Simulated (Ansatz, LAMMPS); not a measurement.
## Electronic structure of Mg2+ triflate in trimethyl phosphate and diglyme at 380 K (131 atoms)

Wanted: forces, charges and levels of Mg2+ triflate in trimethyl phosphate and diglyme at 380 K (131 atoms).

Program: Ansatz 0.2.0. Level of theory: Kohn-Sham DFT, PBE+D3(BJ), PAW (set soft_2), plane waves. Results are calculated unless marked as measured.

### 1. Set-up

The cell holds 131 atoms: 26 C, 28 O, 64 H, 4 P, 2 S, 6 F and 1 Mg. Cell: a = 11.738 Å, b = 11.738 Å, c = 11.738 Å, α = 90.0°, β = 90.0°, γ = 90.0°. 4 trimethyl phosphate, 2 diglyme, 1 Mg2+, 2 triflate placed at random, at 1.18 g/cm³; overlaps pushed apart, then 10 ps at 550 K with divalent ions of Li, Roberts, Chakravorty and Merz (J. Chem. Theory Comput. 9, 2733 (2013)); MMFF94 bonds, angles, torsions, charges and radii (Halgren, J. Comput. Chem. 17, 490 (1996)) in harmonic and 12-6 forms; charges of ions scaled by 0.8. Snapshot after 30 ps at 380 K and fixed volume.

Limits known from the start: The network of contacts between molecules at the start is that of the classical potential that made the cell, and needn't be the one that DFT or experiment would give. The density was typed from a rule of thumb and may lie off the real one at this temperature. The Brillouin zone is sampled at Γ only, in a cell whose shortest periodic width is 12 Å.

### 2. The classical run that made the cell

A classical potential supplies the starting structure, since it reaches far longer times than DFT.

This step: classical MD, divalent ions of Li, Roberts, Chakravorty and Merz (J. Chem. Theory Comput. 9, 2733 (2013)); MMFF94 bonds, angles, torsions, charges and radii (Halgren, J. Comput. Chem. 17, 490 (1996)) in harmonic and 12-6 forms; charges of ions scaled by 0.8 (LAMMPS 22 Jul 2025 - Update 4).

Contents of in.lmp:

```
# Mg2+ triflate in trimethyl phosphate and diglyme
units real
atom_style full
boundary p p p
bond_style harmonic
angle_style harmonic
dihedral_style opls
improper_style harmonic
special_bonds lj 0 0 0.5 coul 0 0 0.75
read_data data.lmp
neigh_modify delay 0 every 1 check yes one 4000
comm_modify cutoff 12.0
timestep 0.5
thermo_style custom step time temp pe press density
thermo_modify norm yes
# push overlapping molecules apart
pair_style soft 2.6
pair_coeff * * 0.0
variable a equal ramp(1,60)
fix ad all adapt 1 pair soft a * * v_a
velocity all create 550 82305 mom yes dist gaussian
fix lim all nve/limit 0.03
fix lan all langevin 550 550 50 82306 zero yes
thermo 1000
run 3000 post no
unfix ad
pair_style lj/cut/coul/long 9.0
pair_modify mix arithmetic tail yes
pair_coeff 1 1 0.0678 3.3680   # C
pair_coeff 2 2 0.0763 3.0430   # O
pair_coeff 3 3 0.0216 2.5400   # H
pair_coeff 4 4 0.2596 3.1940   # P
pair_coeff 5 5 0.0763 3.0960   # O
pair_coeff 6 6 0.2681 3.4180   # S
# [... 20 lines left out ...]
compute msd all msd com yes
thermo 7500
fix md all nvt temp 380 380 100
run 30000 post no
print "== T380: mean square displacement over the hold $(c_msd[4]:%.2f) A^2"
unfix md
uncompute msd
write_dump all custom T380.dump id type xs ys zs modify sort id
```

The run is started by

```
$ lmp -in in.lmp -log none -nocite
```

Numbers of over 12 decimals in the logs are rounded to 6 here.

The program printed:

```text
LAMMPS (22 Jul 2025 - Update 4)
Reading data file ...
  orthogonal box = (0 0 0) to (11.73759 11.73759 11.73759)
  131 atoms
  orthogonal box = (0 0 0) to (11.73759 11.73759 11.73759)
  122 bonds
  210 angles
  162 dihedrals
WARNING: Bond/angle/dihedral extent > half of periodic box length
   Step          Time           Temp          PotEng         Press         Density
         0   0              550            0.7778191      2835.4535      1.1820014
      1000   500            525.95419      1.8986589      8699.6144      1.1820014
      2000   1000           565.20852      2.0897123      17363.809      1.1820014
      3000   1500           604.4717       1.8673529      7794.6703      1.1820014
WARNING: Bond/angle/dihedral extent > half of periodic box length
Loop time of 0.223827 s on 1 MPI rank(s) for 3000 steps with 131 atoms
PPPM initialization ...
WARNING: System is not charge neutral, net charge = -0.00016
[... 33 lines left out ...]
Loop time of 4.06634 s on 1 MPI rank(s) for 10000 steps with 131 atoms
WARNING: Bond/angle/dihedral extent > half of periodic box length
   Step          Time           Temp          PotEng         Press         Density
[... 4 lines left out ...]
WARNING: Bond/angle/dihedral extent > half of periodic box length
Loop time of 2.02188 s on 1 MPI rank(s) for 5000 steps with 131 atoms
WARNING: Bond/angle/dihedral extent > half of periodic box length
   Step          Time           Temp          PotEng         Press         Density
[... 2 lines left out ...]
     30000   29000          438.48688     -2.4974811      368.14444      1.1820014
     37500   36500          366.00426     -2.3949006      798.59648      1.1820014
     45000   44000          377.30369     -2.3852468     -6132.2856      1.1820014
     47000   46000          354.02798     -2.5168052     -4303.0496      1.1820014
WARNING: Bond/angle/dihedral extent > half of periodic box length
Loop time of 12.079 s on 1 MPI rank(s) for 30000 steps with 131 atoms
== T380: mean square displacement over the hold 10.71 A^2
```

The job ended after 20 s (1 thread of Arm Neoverse V2, shared host; peak memory 0.13 GiB).

The input also reads data.lmp (atoms, bonds and types; not printed here).

### 3. Plane-wave single point

The electrons are solved once, with the atoms held.

Contents of input.yaml:

```yaml
crystal:
  lattice:
    - [11.73759, 0.0, 0.0]
    - [0.0, 11.73759, 0.0]
    - [0.0, 0.0, 11.73759]
  atoms:
    - { symbol: C, position: [0.08687, 0.68615, 0.26104] }
    - { symbol: O, position: [0.16006, 0.77654, 0.2184] }
    - { symbol: C, position: [0.11551, 0.88594, 0.25232] }
    - { symbol: C, position: [0.20543, 0.98006, 0.23632] }
    - { symbol: O, position: [0.26729, 0.97839, 0.12741] }
    - { symbol: C, position: [0.18445, 0.01118, 0.04212] }
    - { symbol: C, position: [0.24566, 0.00034, 0.92917] }
    - { symbol: O, position: [0.35606, 0.04935, 0.94074] }
    - { symbol: C, position: [0.40704, 0.07801, 0.82575] }
    - { symbol: H, position: [0.99922, 0.70792, 0.23517] }
    - { symbol: H, position: [0.0786, 0.69122, 0.35759] }
    - { symbol: H, position: [0.10965, 0.59618, 0.24212] }
    - { symbol: H, position: [0.04214, 0.89496, 0.19385] }
    - { symbol: H, position: [0.08047, 0.8748, 0.33333] }
    - { symbol: H, position: [0.15588, 0.06136, 0.24563] }
    - { symbol: H, position: [0.26326, 0.96519, 0.30588] }
    - { symbol: H, position: [0.154, 0.10184, 0.05117] }
    - { symbol: H, position: [0.10852, 0.96705, 0.04415] }
    - { symbol: H, position: [0.26171, 0.90954, 0.90535] }
    - { symbol: H, position: [0.1939, 0.05376, 0.87171] }
    - { symbol: H, position: [0.36338, 0.14486, 0.78678] }
    - { symbol: H, position: [0.41078, 0.99902, 0.77009] }
    - { symbol: H, position: [0.49865, 0.10611, 0.83347] }
    - { symbol: C, position: [0.63267, 0.85882, 0.75605] }
    - { symbol: O, position: [0.62038, 0.85838, 0.87826] }
    - { symbol: C, position: [0.72326, 0.89601, 0.93832] }
    - { symbol: C, position: [0.67809, 0.92017, 0.05731] }
    - { symbol: O, position: [0.59372, 0.00738, 0.04724] }
    - { symbol: C, position: [0.64796, 0.12011, 0.06148] }
    - { symbol: C, position: [0.54697, 0.20959, 0.06052] }
    - { symbol: O, position: [0.45672, 0.149, 0.11436] }
    - { symbol: C, position: [0.36202, 0.22667, 0.12774] }
    [... 93 atom lines left out ...]
    - { symbol: O, position: [0.14748, 0.89297, 0.62011] }
    - { symbol: C, position: [0.97928, 0.7397, 0.64925] }
    - { symbol: F, position: [0.91823, 0.80608, 0.57362] }
    - { symbol: F, position: [0.90247, 0.70994, 0.73111] }
    - { symbol: F, position: [0.00105, 0.64022, 0.59131] }
    - { symbol: Mg, position: [0.42606, 0.9827, 0.0781] }
kpoints:
  mp_grid: { grid: [1, 1, 1] }
hamiltonian:
  xc: pbe
  dispersion: d3bj
scf:
  occupations: { method: gaussian, width: 0.05 }
output:
  forces: true
  stress: true
  populations: intrinsic
  dos:
    method: { smearing: { sigma: 0.15 } }
    de: 0.1
    projected: { site_lists: { C: [C], F: [F], H: [H], Mg: [Mg], O: [O] } }
  eigenvalues: true
  write_density: true
  write_potential: true
  volumetric_format: npy
```

The run is started by

```
$ ansatz run input.yaml --threads 8 --pin off --max-ram 15872MiB --backend cpu --events-out ev --progress --plain --runs-dir out
```

The program printed:

```text
Engine: ansatz 0.2.0, aarch64-unknown-linux-gnu
Pseudopotentials: kind: paw
Pseudopotential: C, paw, valence charge 4, recommended cutoff 420 eV (normal), C.paw.azcp
Pseudopotential: O, paw, valence charge 6, recommended cutoff 420 eV (normal), O.paw.azcp
Pseudopotential: H, paw, valence charge 1, recommended cutoff 420 eV (normal), H.paw.azcp
Pseudopotential: P, paw, valence charge 5, recommended cutoff 420 eV (normal), P.paw.azcp
Pseudopotential: S, paw, valence charge 6, recommended cutoff 420 eV (normal), S.paw.azcp
Pseudopotential: F, paw, valence charge 7, recommended cutoff 420 eV (normal), F.paw.azcp
Pseudopotential: Mg, paw, valence charge 10, recommended cutoff 420 eV (normal), Mg.paw.azcp
Functional definition: PBE
  parameter kappa = 0.804
  parameter beta = 0.066725
  exchange = pbe_x(kappa = kappa, mu = beta*pi^2/3)
  correlation = pbe_c(beta = beta)
Crystal: 131 atoms, lattice volume = 1617.100 Å³
Basis set: ecut = 420 eV, 31463 PW (Γ), exchange–correlation on 160×160×160 points (8 copies of the dense FFT grid, shifted against one another)
Bands: 341, of which v1, the nominal top of the filled ones, is band 210 counted from 1 (209 counted from 0)
Symmetry: 1 space group operations
Space group: P1 (ITA 1), of the structure as read, at distance tolerance 1.2e-4 Å
k-points: 1
Non-local potential: C, projectors of the file, l = 0: 2, l = 1: 2, l = 2: 1
Non-local potential: O, projectors of the file, l = 0: 2, l = 1: 2, l = 2: 1
Non-local potential: H, projectors of the file, l = 0: 2, l = 1: 1
Non-local potential: P, projectors of the file, l = 0: 2, l = 1: 2, l = 2: 2
Non-local potential: S, projectors of the file, l = 0: 2, l = 1: 2, l = 2: 2
Non-local potential: F, projectors of the file, l = 0: 2, l = 1: 2, l = 2: 1
Non-local potential: Mg, projectors of the file, l = 0: 3, l = 1: 2, l = 2: 1
PAW form: soft (Blöchl's): semilocal exchange-correlation on the pseudo side does not see the compensation charge
PAW one-centre angular grid: C, 110 points (default); XC on 64 Gauss nodes
PAW one-centre angular grid: O, 110 points (default); XC on 64 Gauss nodes
PAW one-centre angular grid: H, 110 points (default); XC on 64 Gauss nodes
PAW one-centre angular grid: P, 110 points (default); XC on 64 Gauss nodes
PAW one-centre angular grid: S, 110 points (default); XC on 64 Gauss nodes
PAW one-centre angular grid: F, 110 points (default); XC on 64 Gauss nodes
PAW one-centre angular grid: Mg, 110 points (default); XC on 64 Gauss nodes
Initial density: superposition of atomic densities (neutral atoms: chi_scale 0, normalization atom), corrected by the library's trained network
Initial wavefunctions: pseudopotential atomic-orbital guess
Functional: x = pbe(κ = 0.804, μ = 0.219515), c = pbe(β = 0.066725)
SCF iter   1: F=—  HF=-35030.036645 eV  |F-HF|=—  |Δ(HF+E_count)|=         —  Δρ=4.84e-3  dr2=6.54e-1  ethr=1.77e-3  ⟨swp⟩=7.0  Hψ=1668  notcnv=0  defer=103
preconditioner: auto → Resta (q_TF=auto, 2.179 Å⁻¹)  ε∞=2.4  [insulator: Δε(μ)=4.411 eV  Ē_g=15.644 eV  σ=0.050 eV  W_gap=1.00  n_scr=256 (ndim 8)  ℏωp=18.2 eV  f_vac=0.330  D(μ)=0.00/eV (n_scr^D=0)  ε∞_Penn≈2.4]
SCF iter   2: F=—  HF=-35029.858972 eV  |F-HF|=—  |Δ(HF+E_count)|=   1.78e-1  Δρ=2.47e-3  dr2=1.64e-1  ethr=1.56e-4  ⟨swp⟩=2.0  Hψ=475  notcnv=0  defer=124
SCF iter   3: F=—  HF=-35029.830533 eV  |F-HF|=—  |Δ(HF+E_count)|=   2.84e-2  Δρ=1.66e-3  dr2=5.75e-2  ethr=3.92e-5  ⟨swp⟩=4.0  Hψ=464  notcnv=0  defer=124
SCF iter   4: F=—  HF=-35029.815770 eV  |F-HF|=—  |Δ(HF+E_count)|=   1.48e-2  Δρ=5.54e-4  dr2=7.50e-3  ethr=1.37e-5  ⟨swp⟩=2.0  Hψ=576  notcnv=0  defer=124
SCF iter   5: F=—  HF=-35029.813666 eV  |F-HF|=—  |Δ(HF+E_count)|=   2.10e-3  Δρ=3.14e-4  dr2=1.71e-3  ethr=1.79e-6  ⟨swp⟩=2.0  Hψ=427  notcnv=0  defer=124
SCF iter   6: F=—  HF=-35029.813244 eV  |F-HF|=—  |Δ(HF+E_count)|=   4.22e-4  Δρ=1.25e-4  dr2=2.38e-4  ethr=4.08e-7  ⟨swp⟩=3.0  Hψ=447  notcnv=0  defer=124
SCF iter   7: F=—  HF=-35029.813208 eV  |F-HF|=—  |Δ(HF+E_count)|=   3.64e-5  Δρ=3.78e-5  dr2=2.58e-5  ethr=5.68e-8  ⟨swp⟩=3.0  Hψ=411  notcnv=0  defer=124
SCF iter   8: F=—  HF=-35029.813236 eV  |F-HF|=—  |Δ(HF+E_count)|=   2.85e-5  Δρ=1.89e-5  dr2=5.35e-6  ethr=6.14e-9  ⟨swp⟩=2.0  Hψ=551  notcnv=0  defer=124
SCF iter   9: F=—  HF=-35029.813236 eV  |F-HF|=—  |Δ(HF+E_count)|=   4.88e-7  Δρ=8.52e-6  dr2=1.06e-6  ethr=1.27e-9  ⟨swp⟩=3.0  Hψ=479  notcnv=0  defer=124
SCF iter  10: F=—  HF=-35029.813236 eV  |F-HF|=—  |Δ(HF+E_count)|=   4.67e-8  Δρ=2.80e-6  dr2=1.29e-7  ethr=2.52e-10  ⟨swp⟩=3.0  Hψ=412  notcnv=0  defer=124
SCF iter  11: F=-35029.813236 eV  HF=-35029.813236 eV  |F-HF|=1.43e-8  |Δ(HF+E_count)|=   1.59e-9  Δρ=1.32e-6  dr2=2.75e-8  ethr=2.38e-11  ⟨swp⟩=25.0  Hψ=3457  notcnv=0
SCF 1 converged in 11 iterations: F = -35029.813236 eV  dr2 = 2.75e-8
  greatest PAW one-centre occupation: 1.000 electrons in one spin orbital (limit 2), on the Mg atom at site 130 (counted from 0), in its partial waves of l = 0
WARN: The input density's exchange-correlation potential varies sharply where the density is thin. Do not read a vacuum level from v_tot or v_xc, or from such a field of the output density. On a cell that repeats whose density bears no net charge and no dipole along the vacuum's axis use v_es (v_loc + v_h of the components); [...]
SCF converged after 11 iterations
Free energy (F): -35029.813236 eV
Harris-Foulkes:  -35029.813236 eV  (|F-HF|=1.43e-8)
Internal energy: -35029.813236 eV  (E = F + TS)
E sigma→0 (E₀):  -35029.813236 eV
Fermi energy:    1.737187 eV
--- Per-component energies (eV) ---
  E_band       = -4067.468201
  E_kinetic    = 10042.139995
  E_local      = -43876.586536  (includes V_loc(G=0)·N_el)
  E_nonlocal   = 2866.061157
  E_hartree    = 17292.655661
  E_xc         = -4836.918371
  E_vxc        = -5990.893976  (∫ρ·V_xc dr)
  E_paw        = -12024.262612  (= ΣΔE_a)
  E_vpaw       = -1693.492862  (= ΣTr[D̂ρ^β])
  E_aug_tail   = -0.006968  (compensation charges beyond the density's cutoff)
  E_ewald      = -4486.366280
  E_disp       = -6.529281  (pairwise vdW)
  E_smearing   = -0.000000  (= −TS)
  E_closure    = -0.000000  (closes the sum)
  Σ components = -35029.813236   (vs F -35029.813236, Δ=0.00e0)
--- Forces (eV/Å), atoms counted from 1 ---
  atom   1  C     -0.70316523     1.04704132     1.50138664
  atom   2  O      0.68531112    -0.97441315     0.48073628
  atom   3  C      0.32038563    -1.35624988    -3.54930218
  atom   4  C     -1.00865978    -0.56201697     0.54962785
  atom   5  O     -2.93021764     0.18931877     1.52609084
  atom   6  C      2.34013591     2.23865801    -0.97927001
  atom   7  C     -0.59129399    -0.50579992    -0.24172572
  atom   8  O      1.02868590     1.22597763    -2.13715991
  atom   9  C      1.78754479    -2.42711453     1.04876941
  atom  10  H     -0.12500193    -0.55123190    -0.44080573
  atom  11  H      0.47124599    -0.07385442    -0.77232894
  atom  12  H      0.28908311     0.84668705    -0.47211435
  atom  13  H     -0.22197310     0.65158023     0.10247133
  atom  14  H     -0.34004945     0.62894922     2.23880788
[...]
atom 130  F      0.21986330     0.79777355     0.27201232
  atom 131  Mg     1.48715261    -1.12154279     0.76468315
  max |Σ_I F_I| component: 4.01e-5 eV/Å
--- Stress (GPa, compression-positive) ---
        0.361205       0.329968      -0.073051
        0.329969       0.207635      -0.232696
       -0.073051      -0.232696       0.870130
  P = ⅓ Tr σ = 0.4797 GPa (4.797 kbar)
--- Band table (eV) ---
  k-point 0: bands = ["-74.6473", "-41.4278", "-41.4135", "-41.3935", [... 325 levels ...], "9.9562", "9.9747", "10.0282", "10.0920", "10.1254", "10.1452", "10.1910", "10.2636", "10.3100", "10.3315", "10.3515", "10.4071"]
--- intrinsic populations: 131 sites ---
  site symbol       q [e]
     0      C      4.3070
     1      O      6.4139
     2      C      4.1399
[...]
130     Mg      8.3733
  spilling = 0.000000 (of n_electrons = 420.000000)
```

Run time: 11 s. Hardware: 8 threads of Arm Neoverse V2, shared host; peak memory 2 GiB; 84 s of CPU time.

The program notes that the exchange-correlation potential is rough where the density is thin.

Numbers from this run:

```
free energy                                      : -35029.8132 eV
free energy per atom                             : -267.4032 eV/atom
SCF cycles                                       : 11
pressure                                         : 0.4797 GPa
r.m.s. force component                           : 1.041 eV/Å
longest force                                    : 4.07 eV/Å
Fermi energy                                     : 1.737 eV
gap (highest filled to lowest empty level) : 3.882 eV
```

Neighbours are counted within 1.34 Å (H-C), 1.73 Å (O-C), 2.08 Å (O-P), 1.88 Å (O-S), 2.52 Å (O-Mg), 1.85 Å (C-C), 1.62 Å (C-F), 2.21 Å (C-S).

Length of the force by element and coordination:

```
element  coordination  atoms  mean length of the force (eV/Å)  spread  least  most
      C           all     26                             2.18   0.980  0.503  4.02
      F           all      6                            0.952   0.322  0.473  1.43
      H           all     64                             1.08   0.508  0.269  2.65
     Mg           all      1                             2.01       0   2.01  2.01
      O           all     28                             2.04   0.983  0.171  4.07
      O             1      8                             1.75    1.09  0.171  3.43
      O             2     16                             2.04   0.960  0.316  4.07
      O             3      4                             2.61   0.446   2.15  3.31
      P           all      4                             1.84   0.735   1.07  2.97
      S           all      2                             2.89   0.135   2.76  3.03
```

Intrinsic-atomic-orbital charges by element and coordination:

```
element  coordination  atoms  mean charge (e)  spread   least    most
      C           all     26           -0.193   0.227  -0.345   0.543
      F           all      6           -0.281  0.0278  -0.317  -0.229
      H           all     64            0.186  0.0195   0.145   0.222
     Mg           all      1             1.63       0    1.63    1.63
      O           all     28           -0.703   0.208   -1.01  -0.397
      O             1      8           -0.959  0.0185  -0.977  -0.924
      O             2     16           -0.638   0.150   -1.01  -0.397
      O             3      4           -0.453  0.0173  -0.479  -0.431
      P           all      4             2.07  0.0248    2.05    2.11
      S           all      2             2.28  0.0105    2.27    2.29
```

Density of states as counts of states in windows of 1 eV (from the Fermi level), total and the larger projections:

```
from (eV)  to (eV)  total   O p   C p  H s  F p  C s
      -18      -17    0.8   0.1   0.1  0.1  0.0  0.4
      -17      -16    3.8   0.7   0.3  0.7  0.0  1.9
      -16      -15    9.5   2.5   0.4  1.7  0.0  3.6
      -15      -14   21.7   3.8   0.7  4.6  1.3  7.7
      -14      -13   10.1   1.7   0.8  2.7  0.0  3.8
      -13      -12    7.0   0.9   1.6  1.6  0.3  1.6
      -12      -11   11.0   2.1   2.2  1.4  1.5  0.8
      -11      -10   24.6   6.2   7.6  2.5  5.3  0.5
      -10       -9   25.8   9.8   8.2  3.2  0.5  0.5
       -9       -8   40.0  14.4  15.8  6.8  0.3  0.3
       -8       -7   45.5  13.8  13.1  6.2  8.5  0.2
       -7       -6   34.2   7.9   9.5  5.2  9.0  0.1
       -6       -5   36.1  15.2   8.0  6.0  4.2  0.0
       -5       -4   39.7  28.0   4.6  5.1  0.2  0.1
       -4       -3   26.1  20.8   1.7  1.5  0.8  0.3
       -3       -2    6.6   5.5   0.3  0.7  0.0  0.0
       -2       -1    1.6   1.6   0.0  0.0  0.0  0.0
       -1        1    0.0   0.0   0.0  0.0  0.0  0.0
        1        2    1.6   0.1   0.3  0.5  0.0  0.2
        2        3   15.1   1.1   3.3  3.0  0.0  1.2
        3        4   32.0   2.4   6.1  6.4  0.4  2.8
        4        5   41.6   3.4   8.3  7.3  0.9  2.4
```

Between -26 and -18 eV lie 56 more states.

About 20 of the 420 electrons lie in deeper levels, below the stored range.

Not all projections were asked for or kept, so they needn't add up to the total.

The levels nearest the highest filled one (over half full), pooled over k-points and spins:

```
level less the highest filled one (eV)  occupation
                                 -1.31           2
                                 -1.12           2
                                -0.931           2
                                -0.784           2
                                -0.149           2
                                     0           2
                                  3.88           0
                                  4.16           0
                                  4.20           0
                                  4.34           0
                                  4.55           0
                                  4.56           0
```

(Continued in part 2 of 2.)

[Logs are printed without paths, hosts, clocks, repeated set-up lines and the standing remarks that a program may print on its own settings, such as how far it seeks lower states.]

[Hosts, paths, dates, database ids (printed as entryN), source tags and the programs' standing remarks are cut or masked in the printed files.]

[The MMFF94 radii named for the starting cell were scaled by 0.96; in molecules described by MMFF94, hydrogen bound to N, O or S took a small fixed 12-6 site in their place.]
